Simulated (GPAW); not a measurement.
# 1T-FeClI monolayer in an electric field, part 2 of 3

Wanted: the out-of-plane polarisability of 1T-FeClI monolayer.

GPAW 26.7.0; GPAW, PAW setups; layer in a repeated cell with vacuum, relaxation of atoms and in-plane cell (the session's first sound run).

So far, dipole along the normal (e·Å): step 2 (relaxing the atoms) -0.0522; step 3 (plane waves, PBE) -0.0403; step 4 (In a field) -0.106.

### Step 5. Field on

Level of this step: GPAW, PAW setups; slab in vacuum (GPAW).

run.py reads:

```python
import json
import numpy as np
from ase import Atoms
from gpaw import GPAW, PW
from gpaw.external import ConstantElectricField

slab = Atoms(
    ['I', 'Fe', 'Cl'],
    positions=[
        [1.90881, 1.10205, 9.00000],
        [-0.00000, 0.00000, 10.72422],
        [0.00000, 2.20410, 11.97636]],
    cell=[[3.81762, -0.0, 0.0], [-1.90881, 3.30616, 0.0], [0.0, 0.0, 20.9764]],
    pbc=[True, True, False],
    magmoms=[0.0, 4.0, 0.0])

slab.calc = GPAW(mode=PW(400), xc='PBE', kpts={'size': (9, 9, 1), 'gamma': True},
                 occupations={'name': 'fermi-dirac', 'width': 0.05}, nbands='160%',
                 convergence={'density': 1e-05}, maxiter=200,
                 poissonsolver={'dipolelayer': 'xy'},
                 external=ConstantElectricField(-0.1, [0, 0, 1]),
                 symmetry={'tolerance': 1e-3}, txt='slab.txt')
result = {}
energy = slab.get_potential_energy()
fermi = slab.calc.get_fermi_level()
v = slab.calc.get_electrostatic_potential().mean((0, 1)) - fermi
n = slab.calc.get_pseudo_density().mean((0, 1))
L = slab.cell[2, 2]
z = np.arange(len(v)) * L / len(v)
low, high = slab.positions[:, 2].min(), slab.positions[:, 2].max()
below, above = np.interp([low - 6.8, high + 6.8], z, v)
slopes = [np.interp(x, z, np.gradient(v, z)) for x in (low - 6.8, high + 6.8)]
eps = np.array([[slab.calc.get_eigenvalues(k, s) for k in range(len(slab.calc.get_ibz_k_points()))]
                for s in range(slab.calc.get_number_of_spins())]) - fermi
top, bottom = eps[eps < 0].max(), eps[eps > 0].min()
dipole = slab.get_dipole_moment()[2]
print(f'energy {energy:.4f} eV, Fermi level {fermi:.4f} eV, dipole {dipole:.5f} e A')
print(f'potential 6.8 A off the faces, from the Fermi level: lower {below:.4f} eV, upper {above:.4f} eV')
print(f'slope of the potential there: lower {slopes[0]:.5f}, upper {slopes[1]:.5f} eV/A')
print(f'nearest levels on the mesh: {top:.4f} and {bottom:.4f} eV')
print('magnetic moment', round(slab.get_magnetic_moment(), 3))
result.update(energy=energy, fermi=fermi, dipole=dipole, below=below, above=above, slopes=slopes, edges=[top, bottom],
              z=z.tolist(), v=v.tolist(), n=n.tolist(), positions=slab.positions.tolist(),
              forces=slab.get_forces(apply_constraint=False).tolist(), moments=slab.get_magnetic_moments().tolist())
json.dump(result, open('result.json', 'w'))
```

Started as:

```sh
> OMP_NUM_THREADS=1 OPENBLAS_NUM_THREADS=1 python run.py
```

Log:

```text
energy -13.2443 eV, Fermi level -2.2211 eV, dipole -0.07309 e A
potential 6.8 A off the faces, from the Fermi level: lower 4.5552 eV, upper 5.6031 eV
slope of the potential there: lower -0.00003, upper 0.00002 eV/A
nearest levels on the mesh: -0.0212 and 0.0138 eV
magnetic moment 4.0
```

Wall time 2.2 min (1 thread of Intel Xeon Platinum 8488C (Sapphire Rapids), shared host); peak memory 0.38 GiB.

This step gave:

```yaml
dipole_along_the_normal: -0.07309 e·Å
levels_nearest_the_fermi_level_on_the_mesh: -0.02117, 0.01378 eV from the Fermi level
site_moments: 0.1602, 3.357, 0.07769 μB
potential_below_the_slab_the_applied_field_s_own_ramp_left_out: 4.555 eV from the Fermi level
potential_above_the_slab_the_applied_field_s_own_ramp_left_out: 5.603 eV from the Fermi level
```

Table of electrostatic potential energy of an electron (without an applied field's), less the Fermi level, planar mean by z:

```
z (Å)  electrostatic potential energy of an electron (without an applied field's), less the Fermi level, planar mean (eV)
    0                                                                                                                5.08
    1                                                                                                                4.56
    2                                                                                                                4.56
    3                                                                                                                4.56
    4                                                                                                                4.56
    5                                                                                                                4.55
    6                                                                                                                4.55
    7                                                                                                                4.40
    8                                                                                                                1.39
    9                                                                                                               -18.1
   10                                                                                                               -2.48
   11                                                                                                               -7.04
   12                                                                                                               -12.1
   13                                                                                                                4.38
   14                                                                                                                5.56
   15                                                                                                                5.60
   16                                                                                                                5.60
   17                                                                                                                5.60
   18                                                                                                                5.60
   19                                                                                                                5.60
   20                                                                                                                5.60
```

The dipole is now -0.0731 e Å, against -0.040 in the run without a field.

### Step 6. Field on

Changes to run.py since step 5:

```diff
@@ -20,3 +20,3 @@
                  poissonsolver={'dipolelayer': 'xy'},
-                 external=ConstantElectricField(-0.1, [0, 0, 1]),
+                 external=ConstantElectricField(-0.05, [0, 0, 1]),
                  symmetry={'tolerance': 1e-3}, txt='slab.txt')
```

Log:

```text
energy -13.2410 eV, Fermi level -2.2306 eV, dipole -0.05667 e A
potential 6.8 A off the faces, from the Fermi level: lower 4.6851 eV, upper 5.4976 eV
slope of the potential there: lower -0.00003, upper 0.00002 eV/A
nearest levels on the mesh: -0.0211 and 0.0139 eV
magnetic moment 4.0
```

It took 2.2 min on 1 thread; peak memory 0.38 GiB.

### Step 7. In a field

Changes to run.py since step 6:

```diff
@@ -20,3 +20,3 @@
                  poissonsolver={'dipolelayer': 'xy'},
-                 external=ConstantElectricField(-0.05, [0, 0, 1]),
+                 external=ConstantElectricField(0.05, [0, 0, 1]),
                  symmetry={'tolerance': 1e-3}, txt='slab.txt')
```

Log:

```text
energy -13.2370 eV, Fermi level -2.2503 eV, dipole -0.02381 e A
potential 6.8 A off the faces, from the Fermi level: lower 4.9461 eV, upper 5.2875 eV
slope of the potential there: lower -0.00003, upper 0.00002 eV/A
nearest levels on the mesh: -0.0210 and 0.0141 eV
magnetic moment 4.0
```

Elapsed: 2.1 min, on 1 thread; peak memory 0.38 GiB.

The electrostatic potential energy of an electron (without an applied field's), less the Fermi level, planar mean by z:

```
z (Å)  electrostatic potential energy of an electron (without an applied field's), less the Fermi level, planar mean (eV)
  0.0                                                                                                                5.12
  0.5                                                                                                                4.95
  1.0                                                                                                                4.95
  1.5                                                                                                                4.95
  2.0                                                                                                                4.95
  2.5                                                                                                                4.95
  3.0                                                                                                                4.95
  3.5                                                                                                                4.95
  4.0                                                                                                                4.95
  4.5                                                                                                                4.95
  5.0                                                                                                                4.95
  5.5                                                                                                                4.94
  6.0                                                                                                                4.94
  6.5                                                                                                                4.91
  7.0                                                                                                                4.78
  7.5                                                                                                                4.20
  8.0                                                                                                                1.72
  8.5                                                                                                               -7.17
  9.0                                                                                                               -17.9
  9.5                                                                                                               -8.17
 10.0                                                                                                               -2.42
 10.5                                                                                                               -7.43
 11.0                                                                                                               -7.10
 11.5                                                                                                               -5.48
 12.0                                                                                                               -12.3
 12.5                                                                                                              -0.912
 13.0                                                                                                                4.09
 13.5                                                                                                                5.07
 14.0                                                                                                                5.25
 14.5                                                                                                                5.28
 15.0                                                                                                                5.29
 15.5                                                                                                                5.29
 16.0                                                                                                                5.29
 16.5                                                                                                                5.29
 17.0                                                                                                                5.29
 17.5                                                                                                                5.29
 18.0                                                                                                                5.29
 18.5                                                                                                                5.29
 19.0                                                                                                                5.29
 19.5                                                                                                                5.29
 20.0                                                                                                                5.29
 20.5                                                                                                                5.29
```

### Step 8. Field on

Changes to run.py since step 7:

```diff
@@ -20,3 +20,3 @@
                  poissonsolver={'dipolelayer': 'xy'},
-                 external=ConstantElectricField(0.05, [0, 0, 1]),
+                 external=ConstantElectricField(0.1, [0, 0, 1]),
                  symmetry={'tolerance': 1e-3}, txt='slab.txt')
```

Log:

```text
energy -13.2362 eV, Fermi level -2.2604 eV, dipole -0.00737 e A
potential 6.8 A off the faces, from the Fermi level: lower 5.0771 eV, upper 5.1828 eV
slope of the potential there: lower -0.00003, upper 0.00002 eV/A
nearest levels on the mesh: -0.0209 and 0.0142 eV
magnetic moment 4.0
```

It took 2.1 min on 1 thread; peak memory 0.38 GiB.

Electrostatic potential energy of an electron (without an applied field's), less the Fermi level, planar mean against z:

```
z (Å)  electrostatic potential energy of an electron (without an applied field's), less the Fermi level, planar mean (eV)
    0                                                                                                                5.13
    1                                                                                                                5.08
    2                                                                                                                5.08
    3                                                                                                                5.08
    4                                                                                                                5.08
    5                                                                                                                5.08
    6                                                                                                                5.07
    7                                                                                                                4.90
    8                                                                                                                1.83
    9                                                                                                               -17.8
   10                                                                                                               -2.41
   11                                                                                                               -7.12
   12                                                                                                               -12.4
   13                                                                                                                3.99
   14                                                                                                                5.14
   15                                                                                                                5.18
   16                                                                                                                5.18
   17                                                                                                                5.18
   18                                                                                                                5.18
   19                                                                                                                5.18
   20                                                                                                                5.18
```

The dipole is now -0.00737 e Å, against -0.040 in the run without a field.

[end of part 2 of 3]

[Logs are printed without paths, hosts, clocks, repeated set-up lines and the standing remarks that a program may print on its own settings, such as how far it seeks lower states.]

[Hosts, paths, dates, database ids (printed as entryN), source tags and the programs' standing remarks are cut or masked in the printed files.]
